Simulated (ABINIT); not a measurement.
# Li3OCl (Pm-3m): a self-consistent loop beyond G0W0, cycle by cycle, part 2 of 3

Wanted: G0W0 and self-consistent gaps of Li3OCl (Pm-3m), with the cost of the cycles.

ABINIT 10.8.3; PBEsol and many-body steps on it, plane waves. Known limits of the many-body steps: not at the basis limit; coarse k mesh.

So far. Step 5 (evGW0, cycle 1): Against G0W0 in ABINIT (4×4×4 mesh, 66 bands, screening to 106.1 eV, Godby-Needs plasmon pole), the gap moves by +0.492 eV. This first cycle still uses the starting levels; it takes the full correction, at all points of the mesh, and its linearised value is 6.709 eV. Step 6 (evGW0, cycle 2): Against the cycle before, the gap moves by −0.098 eV.

### 7. evGW0, cycle 3

Level of this step: evGW0 on PBEsol, plane waves, norm-conserving pseudopotentials (ABINIT).

run.abi

```
acell 3*1.0 Angstrom
rprim 
  3.908337000000 0.000000000000 0.000000000000
  0.000000000000 3.908337000000 0.000000000000
  0.000000000000 0.000000000000 3.908337000000
ntypat 3
znucl 3 17 8
natom 5
typat 1 1 1 2 3
xred 
  0.000000000000 0.500000000000 0.500000000000
  0.500000000000 0.000000000000 0.500000000000
  0.500000000000 0.500000000000 0.000000000000
  0.000000000000 0.000000000000 0.000000000000
  0.500000000000 0.500000000000 0.500000000000
pp_dirpath "pseudos"
pseudos "Li.upf, Cl.upf, O.upf"
ecut 36
ngkpt 4 4 4
nshiftk 1
shiftk 0 0 0
kptopt 1
chksymbreak 0
istwfk *1
occopt 1
irdwfk 1
optdriver 4
nband 66
gwcalctyp 10
ecutsigx 36
symsigma 1
nkptgw 10
kptgw 
  0.0000000000 0.0000000000 0.0000000000
  0.2500000000 0.0000000000 0.0000000000
  0.5000000000 0.0000000000 0.0000000000
  0.2500000000 0.2500000000 0.0000000000
  0.5000000000 0.2500000000 0.0000000000
  0.5000000000 0.5000000000 0.0000000000
  0.2500000000 0.2500000000 0.2500000000
  0.5000000000 0.2500000000 0.2500000000
  0.5000000000 0.5000000000 0.2500000000
  0.5000000000 0.5000000000 0.5000000000
bdgw 
  6 32
  6 32
  6 32
  6 32
  6 32
  6 32
  6 32
  6 32
  6 32
  6 32
ecuteps 3.9
irdscr 1
ppmodel 1
irdqps 1
indata_prefix "in"
outdata_prefix "out"
tmpdata_prefix "tmp"
```

On the command line:

```console
$ OMP_NUM_THREADS=1 mpirun -n 8 abinit run.abi > log
```

Output:

```text
.Version 10.8.3 of ABINIT. v10.8.2 released Aug 2026.

 Symmetries : space group Pm -3 m (#221); Bravais cP (primitive cubic)
[... echo of the input left out ...]
== DATASET  1 ==================================================================
-   mpi_nproc: 8, omp_nthreads: 1 (-1 if OMP is not activated)

--- !DatasetInfo
iteration_state: {dtset: 1, }
dimensions: {natom: 5, nkpt: 10, mband: 66, nsppol: 1, nspinor: 1, nspden: 1, mpw: 4224, }
cutoff_energies: {ecut:  36.0, pawecutdg:  -1.0, }
[...]
.  kptgw no:  3; Maximum DeltaE = (  -0.012   0.015) for band index: 23
[...]
.  kptgw no:  9; Maximum DeltaE = (  -0.005  -0.012) for band index: 27
.  kptgw no: 10; Maximum DeltaE = (   0.003  -0.005) for band index: 25

== END DATASET(S) ==============================================================
================================================================================

 -outvars: echo values of variables after computation  --------
           etotal      0.0000000000E+00
            nband          66
             nkpt          10
          spgroup         221
 [... the other variables as echoed above ...]

 Calculation completed.
```

The job ended after 83 s (8 MPI ranks of Arm Neoverse V1, shared host; peak memory 3.5 GiB).

This step gave:

```
quasiparticle gap on the mesh                         : 7.102 eV
gap of the density functional on the mesh             : 4.610 eV
k of the valence top                                  : 0.5, 0.5, 0
k of the conduction bottom                            : 0, 0, 0
least direct quasiparticle gap on the computed points : 7.244 eV
```

Against the cycle before, the gap moves by −0.001 eV.

### 8. Screening, 4×4×4 mesh, 66 bands, screening to 106.1 eV

This step: RPA screening on PBEsol, plane waves, norm-conserving pseudopotentials.

run.abi

```
acell 3*1.0 Angstrom
rprim 
  3.908337000000 0.000000000000 0.000000000000
  0.000000000000 3.908337000000 0.000000000000
  0.000000000000 0.000000000000 3.908337000000
ntypat 3
znucl 3 17 8
natom 5
typat 1 1 1 2 3
xred 
  0.000000000000 0.500000000000 0.500000000000
  0.500000000000 0.000000000000 0.500000000000
  0.500000000000 0.500000000000 0.000000000000
  0.000000000000 0.000000000000 0.000000000000
  0.500000000000 0.500000000000 0.500000000000
pp_dirpath "pseudos"
pseudos "Li.upf, Cl.upf, O.upf"
ecut 36
ngkpt 4 4 4
nshiftk 1
shiftk 0 0 0
kptopt 1
chksymbreak 0
istwfk *1
occopt 1
irdwfk 1
optdriver 3
nband 66
ecuteps 3.9
inclvkb 2
awtr 1
symchi 1
gwcalctyp 10
mbpt_sciss 2.730 eV
nqptdm 1
qptdm 
  0 0 0
indata_prefix "in"
outdata_prefix "out"
tmpdata_prefix "tmp"
```

Output:

```text
.Version 10.8.3 of ABINIT. v10.8.2 released Aug 2026.

 Symmetries : space group Pm -3 m (#221); Bravais cP (primitive cubic)
[... echo of the input left out ...]
== DATASET  1 ==================================================================
-   mpi_nproc: 8, omp_nthreads: 1 (-1 if OMP is not activated)

--- !DatasetInfo
iteration_state: {dtset: 1, }
dimensions: {natom: 5, nkpt: 10, mband: 66, nsppol: 1, nspinor: 1, nspden: 1, mpw: 4224, }
cutoff_energies: {ecut:  36.0, pawecutdg:  -1.0, }
electrons: {nelect:   2.20000000E+01, charge:   0.00000000E+00, occopt:   1.00000000E+00, tsmear:   1.00000000E-02, }

 SCREENING: Calculation of the susceptibility and dielectric matrices

 Based on a program developped by R.W. Godby, V. Olevano, G. Onida, and L. Reining.
 Incorporated in ABINIT by V. Olevano, G.-M. Rignanese, and M. Torrent.
.Using double precision arithmetic ; gwpc =  8

[... cell and pseudopotentials left out ...]
--------------------------------------------------------------------------------

 ==== K-mesh for the wavefunctions ====
 Number of points in the irreducible wedge :    10
[... list of points left out ...]
 Together with 48 symmetry operations and time-reversal symmetry
 yields    64 points in the full Brillouin Zone.

 ==== Q-mesh for the screening function ====
 Number of points in the irreducible wedge :    10
[... list of points left out ...]
 Together with 48 symmetry operations and time-reversal symmetry
 yields    64 points in the full Brillouin Zone.

 setmesh: FFT mesh size selected  =    27x   27x   27
          total number of points  =        19683

 vcoul_init : cutoff-mode = AUXILIARY_FUNCTION
 q-points for optical limit:   1
     1)      0.000010    0.000020    0.000030

 Dielectric matrix will be calculated only for some
 selected q points provided by the user through the input variables
 nqptdm and qptdm

- screening: taking advantage of time-reversal symmetry
- Maximum band index for partially occupied states nbvw = 11
- Remaining bands to be divided among processors   nbcw = 55
- Number of bands treated by each node ~6

 rdqps: reading QP wavefunctions of the previous step
        looking for file in_QPS
 file not found, 1st iteration initialized with KS eigenelements

 screening : performing a first self-consistency
 update of the energies in W by a scissor operator
 applying a scissor operator of [eV] :   2.730

 Number of electrons calculated from density =   22.0000; Expected =   22.0000
 average of density, n =  0.054607
 r_s =    1.6351
 omega_plasma =   22.5414 [eV]

 calculating chi0 at frequencies [eV] :
  1    0.000000E+00    0.000000E+00
  2    0.000000E+00    2.254139E+01

--------------------------------------------------------------------------------
  q-point number  1        q = ( 0.000000, 0.000000, 0.000000) [r.l.u.]
--------------------------------------------------------------------------------
[... chi0 elements left out ...]
 For q-point:  0.000010 0.000020 0.000030
  dielectric constant =   2.5754
  dielectric constant without local fields =   2.8431

  Average fulfillment of the sum rule on Im[epsilon] for q-point    1 :     58.88  [%]
[... wings left out ...]
== END DATASET(S) ==============================================================
================================================================================

 -outvars: echo values of variables after computation  --------
           etotal      0.0000000000E+00
            nband          66
             nkpt          10
          spgroup         221
 [... the other variables as echoed above ...]

 Calculation completed.
```

Elapsed: 5 s, on 8 MPI ranks; peak memory 1 GiB.

This step gave:

```yaml
eps_infinity_with_local_fields_on_this_mesh_along_the_program_s_q_direction: 2.575
the_same_without_local_fields: 2.843
plasma_frequency: 22.54 eV
plane_waves_in_the_screening_matrix: 147
```

This screening uses the functional's bands under a rigid shift, the mean opening of the cycle before.

### 9. Screening, 4×4×4 mesh, 66 bands, screening to 106.1 eV

This step: RPA screening on PBEsol from quasiparticle energies, plane waves, norm-conserving pseudopotentials.

Changes to run.abi since step 8:

```diff
@@ -32,7 +32,15 @@
 symchi 1
+irdqps 1
 gwcalctyp 10
-mbpt_sciss 2.730 eV
-nqptdm 1
+nqptdm 9
 qptdm 
-  0 0 0
+  0.2500000000 0.0000000000 0.0000000000
+  0.5000000000 0.0000000000 0.0000000000
+  0.2500000000 0.2500000000 0.0000000000
+  0.5000000000 0.2500000000 0.0000000000
+  0.5000000000 0.5000000000 0.0000000000
+  0.2500000000 0.2500000000 0.2500000000
+  0.5000000000 0.2500000000 0.2500000000
+  0.5000000000 0.5000000000 0.2500000000
+  0.5000000000 0.5000000000 0.5000000000
 indata_prefix "in"
```

mrgscr.stdin

```
2
merged
q0_SCR
out_SCR
1
```

On the command line:

```console
$ OMP_NUM_THREADS=1 mpirun -n 8 abinit run.abi > log; mrgscr < mrgscr.stdin
```

Output:

```text
.Version 10.8.3 of ABINIT. v10.8.2 released Aug 2026.

 Symmetries : space group Pm -3 m (#221); Bravais cP (primitive cubic)
[... echo of the input left out ...]
== DATASET  1 ==================================================================
-   mpi_nproc: 8, omp_nthreads: 1 (-1 if OMP is not activated)

--- !DatasetInfo
iteration_state: {dtset: 1, }
dimensions: {natom: 5, nkpt: 10, mband: 66, nsppol: 1, nspinor: 1, nspden: 1, mpw: 4224, }
cutoff_energies: {ecut:  36.0, pawecutdg:  -1.0, }
[...]
q-point number  1        q = ( 0.250000, 0.000000, 0.000000) [r.l.u.]
--------------------------------------------------------------------------------
[... chi0 elements left out ...]
  Average fulfillment of the sum rule on Im[epsilon] for q-point    2 :     77.62  [%]

--------------------------------------------------------------------------------
  q-point number  2        q = ( 0.500000, 0.000000, 0.000000) [r.l.u.]
--------------------------------------------------------------------------------
[... chi0 elements left out ...]
  Average fulfillment of the sum rule on Im[epsilon] for q-point    3 :     70.09  [%]

 [... 7 further q-points ...]
```

Run time: 10 s. Hardware: 8 MPI ranks; peak memory 1.1 GiB.

Numbers from this step:

| Item | Value |
| --- | --- |
| plasma frequency | 22.54 eV |
| plane waves in the screening matrix | 147 |

This screening reads the quasiparticle levels of the cycle before.

### 10. evGW, cycle 1

This step: evGW on PBEsol, plane waves, norm-conserving pseudopotentials.

Changes to run.abi since step 9:

```diff
@@ -26,12 +26,10 @@
 irdwfk 1
-optdriver 3
+optdriver 4
 nband 66
-ecuteps 3.9
-inclvkb 2
-awtr 1
-symchi 1
-irdqps 1
 gwcalctyp 10
-nqptdm 9
-qptdm 
+ecutsigx 36
+symsigma 1
+nkptgw 10
+kptgw 
+  0.0000000000 0.0000000000 0.0000000000
   0.2500000000 0.0000000000 0.0000000000
@@ -45,2 +43,17 @@
   0.5000000000 0.5000000000 0.5000000000
+bdgw 
+  6 32
+  6 32
+  6 32
+  6 32
+  6 32
+  6 32
+  6 32
+  6 32
+  6 32
+  6 32
+ecuteps 3.9
+irdscr 1
+ppmodel 1
+irdqps 1
 indata_prefix "in"
```

On the command line:

```console
$ OMP_NUM_THREADS=1 mpirun -n 8 abinit run.abi > log
```

Output:

```text
.Version 10.8.3 of ABINIT. v10.8.2 released Aug 2026.

 Symmetries : space group Pm -3 m (#221); Bravais cP (primitive cubic)
[... echo of the input left out ...]
== DATASET  1 ==================================================================
-   mpi_nproc: 8, omp_nthreads: 1 (-1 if OMP is not activated)

--- !DatasetInfo
iteration_state: {dtset: 1, }
dimensions: {natom: 5, nkpt: 10, mband: 66, nsppol: 1, nspinor: 1, nspden: 1, mpw: 4224, }
cutoff_energies: {ecut:  36.0, pawecutdg:  -1.0, }
[...]
.  kptgw no:  3; Maximum DeltaE = (   0.571  -0.008) for band index: 26
[...]
.  kptgw no:  9; Maximum DeltaE = (   0.562  -0.006) for band index: 27
.  kptgw no: 10; Maximum DeltaE = (   0.310  -0.000) for band index: 22

== END DATASET(S) ==============================================================
================================================================================

 -outvars: echo values of variables after computation  --------
           etotal      0.0000000000E+00
            nband          66
             nkpt          10
          spgroup         221
 [... the other variables as echoed above ...]

 Calculation completed.
```

It took 84 s on 8 MPI ranks; peak memory 3.5 GiB; 11 min of CPU time.

Numbers from this step:

```yaml
quasiparticle_gap_on_the_mesh: 7.76 eV
gap_of_the_density_functional_on_the_mesh: 4.610 eV
k_of_the_valence_top: 0.5, 0.5, 0
k_of_the_conduction_bottom: 0, 0, 0
least_direct_quasiparticle_gap_on_the_computed_points: 7.894 eV
```

Against G0W0 in ABINIT (4×4×4 mesh, 66 bands, screening to 106.1 eV, Godby-Needs plasmon pole), the gap moves by +1.051 eV.

### 11. Screening, 4×4×4 mesh, 66 bands, screening to 106.1 eV

This step: RPA screening on PBEsol, plane waves, norm-conserving pseudopotentials.

run.abi

```
acell 3*1.0 Angstrom
rprim 
  3.908337000000 0.000000000000 0.000000000000
  0.000000000000 3.908337000000 0.000000000000
  0.000000000000 0.000000000000 3.908337000000
ntypat 3
znucl 3 17 8
natom 5
typat 1 1 1 2 3
xred 
  0.000000000000 0.500000000000 0.500000000000
  0.500000000000 0.000000000000 0.500000000000
  0.500000000000 0.500000000000 0.000000000000
  0.000000000000 0.000000000000 0.000000000000
  0.500000000000 0.500000000000 0.500000000000
pp_dirpath "pseudos"
pseudos "Li.upf, Cl.upf, O.upf"
ecut 36
ngkpt 4 4 4
nshiftk 1
shiftk 0 0 0
kptopt 1
chksymbreak 0
istwfk *1
occopt 1
irdwfk 1
optdriver 3
nband 66
ecuteps 3.9
inclvkb 2
awtr 1
symchi 1
gwcalctyp 10
mbpt_sciss 3.414 eV
nqptdm 1
qptdm 
  0 0 0
indata_prefix "in"
outdata_prefix "out"
tmpdata_prefix "tmp"
```

Output:

```text
.Version 10.8.3 of ABINIT. v10.8.2 released Aug 2026.

 Symmetries : space group Pm -3 m (#221); Bravais cP (primitive cubic)
[... echo of the input left out ...]
== DATASET  1 ==================================================================
-   mpi_nproc: 8, omp_nthreads: 1 (-1 if OMP is not activated)

--- !DatasetInfo
iteration_state: {dtset: 1, }
dimensions: {natom: 5, nkpt: 10, mband: 66, nsppol: 1, nspinor: 1, nspden: 1, mpw: 4224, }
cutoff_energies: {ecut:  36.0, pawecutdg:  -1.0, }
[...]
[... chi0 elements left out ...]
 For q-point:  0.000010 0.000020 0.000030
  dielectric constant =   2.4966
  dielectric constant without local fields =   2.7445

  Average fulfillment of the sum rule on Im[epsilon] for q-point    1 :     60.23  [%]
[... wings left out ...]
== END DATASET(S) ==============================================================
================================================================================

 -outvars: echo values of variables after computation  --------
           etotal      0.0000000000E+00
            nband          66
             nkpt          10
          spgroup         221
 [... the other variables as echoed above ...]

 Calculation completed.
```

Run time: 4.9 s. Hardware: 8 MPI ranks; peak memory 1.1 GiB.

Numbers from this step:

| Quantity | Value |
| --- | --- |
| ε∞ with local fields, on this mesh, along the program's q direction | 2.497 |
| the same without local fields | 2.744 |
| plasma frequency | 22.54 eV |
| plane waves in the screening matrix | 147 |

This screening uses the functional's bands under a rigid shift, the mean opening of the cycle before.

### 12. Screening, 4×4×4 mesh, 66 bands, screening to 106.1 eV

This step: RPA screening on PBEsol from quasiparticle energies, plane waves, norm-conserving pseudopotentials.

Changes to run.abi since step 11:

```diff
@@ -32,7 +32,15 @@
 symchi 1
+irdqps 1
 gwcalctyp 10
-mbpt_sciss 3.414 eV
-nqptdm 1
+nqptdm 9
 qptdm 
-  0 0 0
+  0.2500000000 0.0000000000 0.0000000000
+  0.5000000000 0.0000000000 0.0000000000
+  0.2500000000 0.2500000000 0.0000000000
+  0.5000000000 0.2500000000 0.0000000000
+  0.5000000000 0.5000000000 0.0000000000
+  0.2500000000 0.2500000000 0.2500000000
+  0.5000000000 0.2500000000 0.2500000000
+  0.5000000000 0.5000000000 0.2500000000
+  0.5000000000 0.5000000000 0.5000000000
 indata_prefix "in"
```

mrgscr.stdin is that of step 9.

On the command line:

```console
$ OMP_NUM_THREADS=1 mpirun -n 8 abinit run.abi > log; mrgscr < mrgscr.stdin
```

Output:

```text
.Version 10.8.3 of ABINIT. v10.8.2 released Aug 2026.

 Symmetries : space group Pm -3 m (#221); Bravais cP (primitive cubic)
[... echo of the input left out ...]
== DATASET  1 ==================================================================
-   mpi_nproc: 8, omp_nthreads: 1 (-1 if OMP is not activated)

--- !DatasetInfo
iteration_state: {dtset: 1, }
dimensions: {natom: 5, nkpt: 10, mband: 66, nsppol: 1, nspinor: 1, nspden: 1, mpw: 4224, }
cutoff_energies: {ecut:  36.0, pawecutdg:  -1.0, }
[...]
q-point number  1        q = ( 0.250000, 0.000000, 0.000000) [r.l.u.]
--------------------------------------------------------------------------------
[... chi0 elements left out ...]
  Average fulfillment of the sum rule on Im[epsilon] for q-point    2 :     80.19  [%]

--------------------------------------------------------------------------------
  q-point number  2        q = ( 0.500000, 0.000000, 0.000000) [r.l.u.]
--------------------------------------------------------------------------------
[... chi0 elements left out ...]
  Average fulfillment of the sum rule on Im[epsilon] for q-point    3 :     72.06  [%]

 [... 7 further q-points ...]
```

Run time: 10 s. Hardware: 8 MPI ranks; peak memory 1.1 GiB.

Numbers from this step:

```
plasma frequency                    : 22.54 eV
plane waves in the screening matrix : 147
```

This screening reads the quasiparticle levels of the cycle before.

### 13. evGW, cycle 2

This step: evGW on PBEsol, plane waves, norm-conserving pseudopotentials.

Changes to run.abi since step 12:

```diff
@@ -26,12 +26,10 @@
 irdwfk 1
-optdriver 3
+optdriver 4
 nband 66
-ecuteps 3.9
-inclvkb 2
-awtr 1
-symchi 1
-irdqps 1
 gwcalctyp 10
-nqptdm 9
-qptdm 
+ecutsigx 36
+symsigma 1
+nkptgw 10
+kptgw 
+  0.0000000000 0.0000000000 0.0000000000
   0.2500000000 0.0000000000 0.0000000000
@@ -45,2 +43,17 @@
   0.5000000000 0.5000000000 0.5000000000
+bdgw 
+  6 32
+  6 32
+  6 32
+  6 32
+  6 32
+  6 32
+  6 32
+  6 32
+  6 32
+  6 32
+ecuteps 3.9
+irdscr 1
+ppmodel 1
+irdqps 1
 indata_prefix "in"
```

On the command line:

```console
$ OMP_NUM_THREADS=1 mpirun -n 8 abinit run.abi > log
```

Output:

```text
.Version 10.8.3 of ABINIT. v10.8.2 released Aug 2026.

 Symmetries : space group Pm -3 m (#221); Bravais cP (primitive cubic)
[... echo of the input left out ...]
== DATASET  1 ==================================================================
-   mpi_nproc: 8, omp_nthreads: 1 (-1 if OMP is not activated)

--- !DatasetInfo
iteration_state: {dtset: 1, }
dimensions: {natom: 5, nkpt: 10, mband: 66, nsppol: 1, nspinor: 1, nspden: 1, mpw: 4224, }
cutoff_energies: {ecut:  36.0, pawecutdg:  -1.0, }
[...]
.  kptgw no:  3; Maximum DeltaE = (   0.053  -0.001) for band index: 23
[...]
.  kptgw no:  9; Maximum DeltaE = (   0.063  -0.001) for band index: 21
.  kptgw no: 10; Maximum DeltaE = (   0.045   0.000) for band index: 16

== END DATASET(S) ==============================================================
================================================================================

 -outvars: echo values of variables after computation  --------
           etotal      0.0000000000E+00
            nband          66
             nkpt          10
          spgroup         221
 [... the other variables as echoed above ...]

 Calculation completed.
```

Elapsed: 83 s, on 8 MPI ranks; peak memory 3.5 GiB.

Numbers from this step:

| Item | Value |
| --- | --- |
| quasiparticle gap on the mesh | 7.868 eV |
| gap of the density functional on the mesh | 4.610 eV |
| k of the valence top | 0.5, 0.5, 0 |
| k of the conduction bottom | 0, 0, 0 |
| least direct quasiparticle gap on the computed points | 8.003 eV |

Against the cycle before, the gap moves by +0.108 eV.

(Part 2 of 3 ends here.)

[Paths, hosts, dates, memory and timing lines, banners, echoed tables and standing remarks are left out of the program output.]

[Logs are printed without paths, hosts, clocks, repeated set-up lines and the standing remarks that a program may print on its own settings, such as how far it seeks lower states.]

[Runs of the session that timed out or met a known fault of the program may be left out.]

[Hosts, paths, dates, database ids (printed as entryN), source tags and the programs' standing remarks are cut or masked in the printed files.]

[G0W0 gaps are taken among the corrected bands and points alone; a level outside them can change the order at an edge.]

[Where Ansatz stands beside ABINIT at settings called matched, ABINIT's density can come from a denser mesh and the files from another edition; pairs whose starting gaps differed by over 0.03 eV were left out, so agreement reads better than it is.]
